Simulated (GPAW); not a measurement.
# Polarising 1T-PbSTe monolayer with a field along the normal

The dipole of the cell at several fields, atoms fixed. What does the strongest field give, and what length does the slope stand for?

Set-up. GPAW 26.7.0, plane waves (400 eV), PAW setups, PBE, 9×9 mesh, a dipole layer in the vacuum; geometry relaxed without an applied field with GPAW. The cell's area is 12.57 Å², and e/ε0 = 180.95 V Å.

What came out, but for one run:

| field (V/Å) | dipole (e Å) |
| --- | --- |
| −0.2 | −0.1380 |
| −0.1 | −0.0940 |
| −0.05 | −0.0720 |
| 0.05 | −0.0279 |
| 0.1 | −0.0059 |
| 0.2 | 0.0382 |
| 0.3 | ? |

Q: What is the dipole at 0.3 V/Å?

**Working.** A line through the 6 points has the slope α = 0.441 e Å per V/Å and the intercept p₀ = −0.0499 e Å (r.m.s. residual 2.7e−05). At 0.3 V/Å it gives p = −0.0499 + 0.441 × 0.3 = 0.0822 e Å; the run gives 0.0824 e Å, so the response stays linear to 0.1 % of the induced part. Dividing by ε0 and the area: α/(ε0 A) = 0.441 × 180.95 / 12.57 = 6.34 Å, against 4.05 Å between the outer nuclei.

**Limits.** This is the electronic response alone; ions that move would add to it in polar layers. No run was spin-polarised, so magnetic states weren't tested. Spin-orbit coupling is left out, which matters for the heavier atoms here. Layers with unlike faces were relaxed with their cell in a fully periodic cell without the dipole layer, so their atoms felt a small spurious field.
